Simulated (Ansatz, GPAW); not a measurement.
## Ballistic transport through hexatriene-1,6-dithiol between two Ni chains, from relaxation to T(E)

How well does hexatriene-1,6-dithiol between two Ni chains conduct once its atoms have relaxed, and how much do cheaper levels lose?

Main program and level: GPAW 26.7.0 and Ansatz 0.2.0; Ansatz plane waves; relaxation of the junction with the lead ends held, in the first sound run; inputs show where later runs differ.

This is a report of a sequence of runs, with most program output left out.

## 1. The starting structure

The cell holds 30 atoms: 16 Ni, 2 S, 6 C and 6 H. Cell: a = 12.086 Å, b = 9.000 Å, c = 42.781 Å, α = 90.0°, β = 90.0°, γ = 90.0°. Regions: left lead, 8 atoms (8 Ni); channel, 14 atoms (2 S, 6 C and 6 H); right lead, 8 atoms (8 Ni). Vacuum lies along a and b. The structure is stacked along c, and the current runs across the ab planes.

## 2. Relaxing the atoms

Transmission follows bond lengths closely, so the atoms between the held lead ends are relaxed first, from a slightly shaken start that lets symmetry break.

Input file input.yaml:

```yaml
crystal:
  lattice:
    - [12.086046068, 0.0, 0.0]
    - [0.0, 9.0, 0.0]
    - [0.0, 0.0, 42.7813647821]
  atoms:
    - { symbol: Ni, position: [0.5, 0.5, 0.0252446364], spin: 1.0 }
    - { symbol: Ni, position: [0.5, 0.5, 0.0757339093], spin: 1.0 }
    - { symbol: Ni, position: [0.5, 0.5, 0.1262231822], spin: 1.0 }
    - { symbol: Ni, position: [0.5, 0.5, 0.176712455], spin: 1.0 }
    - { symbol: Ni, position: [0.5, 0.5, 0.2272017279], spin: 1.0 }
    - { symbol: Ni, position: [0.5, 0.5, 0.2776910008], spin: 1.0 }
    - { symbol: Ni, position: [0.5039085764, 0.5024776113, 0.3275001489], spin: 1.0 }
    - { symbol: Ni, position: [0.4994737623, 0.4990442336, 0.3803261689], spin: 1.0 }
[... 18 atom lines left out ...]
    - { symbol: Ni, position: [0.5, 0.5, 0.823287545], spin: 1.0 }
    - { symbol: Ni, position: [0.5, 0.5, 0.8737768178], spin: 1.0 }
    - { symbol: Ni, position: [0.5, 0.5, 0.9242660907], spin: 1.0 }
    - { symbol: Ni, position: [0.5, 0.5, 0.9747553636], spin: 1.0 }
magnetization:
  spin_polarized: true
kpoints:
  mp_grid: { grid: [1, 1, 2] }
hamiltonian:
  xc: pbe
scf:
  occupations: { method: fermi_dirac, width: 0.1 }
relax:
  f_tol: 0.03
  max_steps: 80
  constraints: [{ sites: [0, 1, 2, 3, 4, 5, 24, 25, 26, 27, 28, 29] }]
```

On the command line:

```
$ ansatz run input.yaml --threads 4 --pin off --max-ram 8192MiB --backend cpu --events-out ev --progress --plain --runs-dir out
```

It took 54 min on 4 threads of Arm Neoverse N1, shared host; peak memory 6.7 GiB; 3.5 h of CPU time.

Relaxation path:

| step | energy less that of the first step (eV) | largest force component (eV/Å) |
| --- | --- | --- |
| 1 | 0.0000 | 3.3432 |
| 2 | -0.4916 | 1.7104 |
| 3 | -0.7172 | 0.7332 |
| 4 | -0.8558 | 0.3234 |
| 5 | -0.9904 | 0.3215 |
| 6 | -1.1253 | 0.3158 |
| 7 | -1.2627 | 0.2936 |
| 8 | -1.3827 | 0.2140 |
| 9 | -1.4694 | 0.1163 |
| 10 | -1.5130 | 0.0323 |
| 11 | -1.5160 | 0.0301 |
| 12 | -1.5172 | 0.0244 |
| 13 | -1.5174 | 0.0540 |
| 14 | -1.5179 | 0.0143 |
| 15 | -1.5179 | 0.0143 |

The atoms that moved most (Å):

```
atom      dx      dy      dz  length
 Ni7  -1.163   0.862  -0.468   1.521
Ni24   1.114  -0.854   0.479   1.483
 Ni8  -0.408   0.047  -0.824   0.920
Ni23   0.396  -0.044   0.744   0.843
 H12   0.300  -0.044  -0.363   0.472
 H19  -0.358   0.012   0.248   0.436
  S9   0.230  -0.282  -0.236   0.433
 C21  -0.339   0.063   0.258   0.431
```

Numbers from this step:

* free energy: -96797.9233 eV
* smearing term TS: 1.487 eV
* magnetization: 17.09 μB
* absolute magnetization: 18.14 μB
* symmetry operations: 1

Site moment by element, in μB:

```
element  atoms  mean  spread (r.m.s.)  least  largest
     Ni     16  1.03             0.11   0.74     1.10
      S      2  0.01             0.00   0.01     0.01
      C      6  0.00             0.00   0.00     0.00
      H      6  0.00             0.00   0.00     0.00
```

The atoms farthest from the mean of their element:

| atom | x, y, z (Å) | site moment (μB) |
| --- | --- | --- |
| Ni23 | 6.46, 4.47, 27.33 | 0.74 |
| Ni8 | 5.63, 4.54, 15.45 | 0.74 |
| Ni5 | 6.04, 4.50, 9.72 | 1.10 |
| Ni26 | 6.04, 4.50, 33.06 | 1.10 |
| Ni28 | 6.04, 4.50, 37.38 | 1.09 |
| Ni3 | 6.04, 4.50, 5.40 | 1.09 |
| Ni1 | 6.04, 4.50, 1.08 | 1.09 |
| Ni30 | 6.04, 4.50, 41.70 | 1.09 |

The relaxation lowered the energy of the cell by 1.52 eV.

## 3. Plane-wave reference (PBE)

Plane waves give the reference curve, free of the bias of atom-centred orbitals.

This step: Ansatz plane waves; Landauer transmission by layers, zero bias (Ansatz 0.2.0).

Input file input.yaml:

```yaml
crystal:
  lattice:
    - [12.086046068, 0.0, 0.0]
    - [0.0, 9.0, 0.0]
    - [0.0, 0.0, 42.7813647821]
  atoms:
    - { symbol: Ni, position: [0.5, 0.5, 0.0252446364], spin: 1.0 }
    - { symbol: Ni, position: [0.5, 0.5, 0.0757339093], spin: 1.0 }
    - { symbol: Ni, position: [0.5, 0.5, 0.1262231822], spin: 1.0 }
    - { symbol: Ni, position: [0.5, 0.5, 0.176712455], spin: 1.0 }
    - { symbol: Ni, position: [0.5, 0.5, 0.2272017279], spin: 1.0 }
    - { symbol: Ni, position: [0.5, 0.5, 0.2776910008], spin: 1.0 }
    - { symbol: Ni, position: [0.4077031954, 0.5983103545, 0.3165686863], spin: 1.0 }
    - { symbol: Ni, position: [0.4657451257, 0.5042231318, 0.3610687822], spin: 1.0 }
[... 18 atom lines left out ...]
    - { symbol: Ni, position: [0.5, 0.5, 0.823287545], spin: 1.0 }
    - { symbol: Ni, position: [0.5, 0.5, 0.8737768178], spin: 1.0 }
    - { symbol: Ni, position: [0.5, 0.5, 0.9242660907], spin: 1.0 }
    - { symbol: Ni, position: [0.5, 0.5, 0.9747553636], spin: 1.0 }
magnetization:
  spin_polarized: true
kpoints:
  mp_grid: { grid: [1, 1, 2] }
hamiltonian:
  xc: pbe
scf:
  occupations: { method: fermi_dirac, width: 0.1 }
output:
  transmission:
    leads: [[0, 1]]
    e_range: [-2, 2]
    de: 0.025
    kmesh: [1, 1]
    reduced_basis: true
  write_potential: true
  write_density: true
  volumetric_format: npy
```

The job ended after 8 h (4 threads; peak memory 7.3 GiB; 23 h of CPU time).

This step gave:

```
free energy                                      : -96797.9235 eV
lead level                                       : 0 eV from the Fermi level
transmission at the Fermi level, spin up         : 0.9903
transmission at the Fermi level, spin down       : 0.7071
lead channels, spin up                           : 1
lead channels, spin down                         : 6
step of the potential along the lead             : 11.9 meV
offset of the lead                               : 0 Å
filling of the lead less its bulk value, in size : 25.5 meV
conductance                                      : 0.7742 G₀
```

Each spin. The transmission, zone mean by energy, zero at the Fermi level:

```
energy (eV)  T, spin up  T, spin down
     -2.000       0.547         0.300
     -1.900       0.696         0.280
     -1.800       0.487        0.0378
     -1.700      0.0964        0.0148
     -1.600      0.0363       0.00925
     -1.500       0.169       0.00624
     -1.425       0.966       0.00448
     -1.400       0.488       0.00458
     -1.300       0.149        0.0212
     -1.200       0.130         0.705
     -1.100       0.181         0.813
     -1.000       0.550         0.504
     -0.900       0.990         0.933
     -0.800       0.804         0.276
     -0.700      0.0272        0.0809
     -0.600     0.00943         0.171
     -0.500      0.0196         0.366
     -0.400      0.0322         0.890
     -0.325      0.0478          1.00
     -0.300      0.0554         0.989
     -0.200       0.114         0.865
     -0.100       0.345         0.762
      0.000       0.990         0.707
      0.100       0.275         0.853
      0.200      0.0909         0.341
      0.300      0.0437         0.969
      0.325      0.0377         0.974
      0.400      0.0258         0.532
      0.500      0.0174         0.139
      0.600      0.0129        0.0649
      0.700      0.0102        0.0548
      0.800     0.00867        0.0325
      0.900     0.00779        0.0218
      1.000     0.00742        0.0166
      1.100     0.00752        0.0141
      1.200     0.00816        0.0133
      1.300     0.00957        0.0139
      1.400      0.0123        0.0162
      1.500      0.0180        0.0213
      1.600      0.0318        0.0331
      1.700      0.0787        0.0668
      1.800       0.525         0.230
      1.825       0.994         0.364
      1.900       0.639         0.907
      1.925       0.887         0.537
      2.000       0.160        0.0589
```

Each spin. Open channels, zone mean against energy, zero at the Fermi level:

```
energy (eV)  channels, spin up  channels, spin down
     -2.000                  3                    1
     -1.900                  3                    3
     -1.800                  4                    3
     -1.700                  4                    3
     -1.600                  4                    3
     -1.500                  6                    3
     -1.400                  6                    3
     -1.300                  6                    3
     -1.200                  6                    4
     -1.100                  6                    4
     -1.000                  4                    4
     -0.900                  4                    4
     -0.800                  4                    4
     -0.700                  3                    4
     -0.600                  1                    6
     -0.500                  1                    6
     -0.400                  1                    6
     -0.300                  1                    6
     -0.200                  1                    6
     -0.100                  1                    6
      0.000                  1                    6
      0.100                  1                    4
      0.200                  1                    4
      0.300                  1                    4
      0.400                  1                    4
      0.500                  1                    3
      0.600                  1                    3
      0.700                  1                    1
      0.800                  1                    1
      0.900                  1                    1
      1.000                  1                    1
      1.100                  1                    1
      1.200                  1                    1
      1.300                  1                    1
      1.400                  1                    1
      1.500                  1                    1
      1.600                  1                    1
      1.700                  1                    1
      1.800                  1                    1
      1.900                  1                    1
      2.000                  1                    1
```

At 0.0000 eV from the Fermi level; k in fractions of b1, b2; points that symmetry leaves. k resolved, by row:

```
spin  k1  k2  weight  t_junction_0  channels_crystal_0
  up   0   0       1        0.9903                   1
  dn   0   0       1        0.7071                   6
```

Crystal 0, spin up, k parallel (0, 0); distinct values, listed up to 1.5 1/Å. Table of Im kz of the slowest decaying states by energy, zero at the Fermi level:

```csv
energy (eV),decay 1 (Å⁻¹),decay 2 (Å⁻¹),decay 3 (Å⁻¹),decay 4 (Å⁻¹)
-2.000,0.250,0.721,0.721,1.25
-1.800,0.542,0.543,1.24,1.27
-1.600,0.163,0.165,1.22,1.25
-1.400,1.20,1.23,1.26,1.35
-1.200,1.18,1.21,1.24,1.33
-1.000,0.137,0.138,1.16,1.19
-0.800,0.535,0.535,1.14,1.18
-0.600,0.0945,0.098,0.197,0.714
-0.400,0.216,0.217,0.326,0.838
-0.200,0.279,0.280,0.415,0.935
0.000,0.320,0.321,0.486,1.01
0.200,0.348,0.349,0.545,1.05
0.400,0.366,0.368,0.596,1.03
0.600,0.376,0.378,0.642,1.01
0.800,0.379,0.381,0.682,0.994
1.000,0.375,0.378,0.719,0.973
1.200,0.364,0.368,0.752,0.945
1.400,0.346,0.351,0.782,0.916
1.600,0.320,0.327,0.810,0.886
1.800,0.285,0.294,0.836,0.855
2.000,0.238,0.250,0.823,0.861
```

Crystal 0, spin up, k parallel (0, 0). The Re kz of states that move upwards by energy, zero at the Fermi level:

```
energy (eV)  channel 1 (Å⁻¹)  channel 2 (Å⁻¹)  channel 3 (Å⁻¹)  channel 4 (Å⁻¹)  channel 5 (Å⁻¹)  channel 6 (Å⁻¹)
     -2.000           -0.709           -0.708            0.800                -                -                -
     -1.800           -0.627           -0.626            0.158            0.851                -                -
     -1.600           -0.547           -0.546            0.335            0.907                -                -
     -1.400           -0.467           -0.466            0.445            0.557            0.557            0.970
     -1.200           -0.385           -0.384            0.529            0.889            0.890             1.05
     -1.000           -0.297           -0.295            0.598             1.14                -                -
     -0.800           -0.189           -0.187            0.657             1.28                -                -
     -0.600            0.708                -                -                -                -                -
     -0.400            0.753                -                -                -                -                -
     -0.200            0.794                -                -                -                -                -
      0.000            0.830                -                -                -                -                -
      0.200            0.864                -                -                -                -                -
      0.400            0.895                -                -                -                -                -
      0.600            0.925                -                -                -                -                -
      0.800            0.953                -                -                -                -                -
      1.000            0.981                -                -                -                -                -
      1.200             1.01                -                -                -                -                -
      1.400             1.03                -                -                -                -                -
      1.600             1.06                -                -                -                -                -
      1.800             1.08                -                -                -                -                -
      2.000             1.11                -                -                -                -                -
```

Crystal 0, spin dn, k parallel (0, 0); distinct values, listed up to 1.5 1/Å. Im kz of the slowest decaying states against energy, zero at the Fermi level:

| energy (eV) | decay 1 (Å⁻¹) | decay 2 (Å⁻¹) | decay 3 (Å⁻¹) | decay 4 (Å⁻¹) |
| --- | --- | --- | --- | --- |
| -2.0000 | 0.161 | 0.164 | 0.565 | 1.08 |
| -1.7500 | 0.464 | 1.01 | 1.01 | 1.21 |
| -1.5000 | 0.326 | 0.916 | 0.918 | 1.19 |
| -1.2500 | 0.801 | 0.802 | 1.16 | 1.19 |
| -1.0000 | 0.644 | 0.645 | 1.13 | 1.17 |
| -0.7500 | 0.383 | 0.383 | 1.11 | 1.14 |
| -0.5000 | 1.08 | 1.12 | 1.16 | 1.26 |
| -0.2500 | 1.05 | 1.09 | 1.13 | 1.23 |
| 0.0000 | 1.03 | 1.07 | 1.10 | 1.20 |
| 0.2500 | 0.530 | 0.531 | 1.00 | 1.04 |
| 0.5000 | 0.102 | 0.726 | 0.726 | 0.975 |
| 0.7500 | 0.108 | 0.109 | 0.304 | 0.859 |
| 1.0000 | 0.198 | 0.199 | 0.413 | 0.925 |
| 1.2500 | 0.236 | 0.238 | 0.495 | 0.901 |
| 1.5000 | 0.249 | 0.252 | 0.561 | 0.878 |
| 1.7500 | 0.240 | 0.245 | 0.616 | 0.856 |
| 2.0000 | 0.210 | 0.219 | 0.664 | 0.822 |

Crystal 0, spin dn, k parallel (0, 0). The Re kz of states that move upwards by energy, zero at the Fermi level:

```
energy (eV)  channel 1 (Å⁻¹)  channel 2 (Å⁻¹)  channel 3 (Å⁻¹)  channel 4 (Å⁻¹)  channel 5 (Å⁻¹)  channel 6 (Å⁻¹)
     -2.000            0.630                -                -                -                -                -
     -1.800            -1.19            -1.19            0.665                -                -                -
     -1.600            -1.04            -1.04            0.700                -                -                -
     -1.400           -0.930           -0.929            0.734                -                -                -
     -1.200           -0.835           -0.834            0.173            0.769                -                -
     -1.000           -0.750           -0.749            0.352            0.804                -                -
     -0.800           -0.671           -0.670            0.470            0.842                -                -
     -0.600           -0.595           -0.594            0.211            0.212            0.565            0.884
     -0.400           -0.522           -0.521            0.596            0.597            0.645            0.931
     -0.200           -0.449           -0.448            0.714            0.888            0.888            0.989
      0.000           -0.375           -0.375            0.772             1.06             1.32             1.32
      0.200           -0.299           -0.298            0.821             1.15                -                -
      0.400           -0.214           -0.213            0.863             1.30                -                -
      0.600           -0.101          -0.0996            0.899                -                -                -
      0.800            0.931                -                -                -                -                -
      1.000            0.961                -                -                -                -                -
      1.200            0.989                -                -                -                -                -
      1.400             1.02                -                -                -                -                -
      1.600             1.04                -                -                -                -                -
      1.800             1.07                -                -                -                -                -
      2.000             1.09                -                -                -                -                -
```

The electrostatic potential energy of an electron (with the applied field's), less the Fermi level, planar mean oscillates, so the rows of the table below give means over windows of 2.08 Å about each position, cut where the curve ends. Its first 14 maxima inside the range that stand out by 2 % of the span (Å: eV): 2.2: 4.70, 4.3: 4.69, 6.5: 4.66, 8.6: 4.62, 10.8: 4.53, 12.8: 4.03, 14.6: 4.24, 16.2: 4.02, 18.0: 4.25, 20.2: 4.08, 22.6: 4.08, 24.8: 4.25, 26.6: 4.02, 28.2: 4.24. Its first 14 minima: 1.0: 3.66, 3.3: 3.65, 5.3: 3.64, 7.6: 3.59, 9.7: 3.55, 11.9: 3.38, 13.5: 3.33, 15.4: 3.35, 17.1: 3.67, 19.2: 3.12, 21.4: 3.17, 23.6: 3.12, 25.7: 3.67, 27.3: 3.36.

The electrostatic potential energy of an electron (with the applied field's), less the Fermi level, planar mean by z; means over each step:

| z (Å) | electrostatic potential energy of an electron (with the applied field's), less the Fermi level, planar mean (eV) |
| --- | --- |
| 1.04 | 4.18 |
| 3.12 | 4.17 |
| 5.20 | 4.16 |
| 7.28 | 4.13 |
| 9.36 | 4.08 |
| 11.44 | 3.95 |
| 13.52 | 3.77 |
| 15.60 | 3.75 |
| 17.68 | 3.86 |
| 19.76 | 3.57 |
| 21.84 | 3.55 |
| 23.92 | 3.59 |
| 26.00 | 3.83 |
| 28.08 | 3.76 |
| 30.16 | 3.62 |
| 32.24 | 4.06 |
| 34.32 | 4.13 |
| 36.40 | 4.18 |
| 38.48 | 4.20 |
| 40.56 | 4.22 |

The valence density, planar mean (density) oscillates, so the rows of the table below give means over windows of 2.23 Å about each position, cut where the curve ends. Its first 14 maxima inside the range that stand out by 2 % of the span (Å: e/Å³): 1.0: 0.224, 3.3: 0.226, 5.3: 0.222, 7.6: 0.227, 9.7: 0.220, 11.9: 0.228, 13.5: 0.228, 15.4: 0.230, 16.8: 0.0377, 19.2: 0.0639, 21.4: 0.0600, 23.6: 0.0639, 26.0: 0.0377, 27.3: 0.230. Its first 14 minima: 2.2: 0.0128, 4.3: 0.0125, 6.5: 0.0127, 8.6: 0.0126, 10.8: 0.0129, 12.8: 0.0230, 14.6: 0.0162, 16.2: 0.0306, 18.0: 0.0226, 20.2: 0.0251, 22.6: 0.0251, 24.8: 0.0226, 26.6: 0.0307, 28.2: 0.0162.

Valence density, planar mean against z; means over each step:

| z (Å) | density (e/Å³) | rho spin (e/Å³) |
| --- | --- | --- |
| 1.11 | 0.0746 | 0.00469 |
| 3.34 | 0.0746 | 0.00465 |
| 5.57 | 0.0747 | 0.00471 |
| 7.80 | 0.0747 | 0.00464 |
| 10.03 | 0.0750 | 0.00468 |
| 12.26 | 0.0935 | 0.00561 |
| 14.49 | 0.105 | 0.00492 |
| 16.72 | 0.0456 | 0.00127 |
| 18.95 | 0.0405 | 4.2e-5 |
| 21.18 | 0.0401 | 2.2e-5 |
| 23.41 | 0.0409 | 3.5e-5 |
| 25.64 | 0.0313 | 4.1e-4 |
| 27.87 | 0.0871 | 0.00370 |
| 30.10 | 0.120 | 0.00714 |
| 32.33 | 0.0775 | 0.00474 |
| 34.56 | 0.0765 | 0.00484 |
| 36.79 | 0.0759 | 0.00483 |
| 39.02 | 0.0754 | 0.00471 |
| 41.25 | 0.0751 | 0.00479 |

The largest of the program's own error estimates on the conductance is 12 %. T at the Fermi level is 0.849 of 3.5 open channels a spin.

(Part 1 of 3 ends here.)

[Logs are printed without paths, hosts, clocks, repeated set-up lines and the standing remarks that a program may print on its own settings, such as how far it seeks lower states.]

[Hosts, paths, dates, database ids (printed as entryN), source tags and the programs' standing remarks are cut or masked in the printed files.]
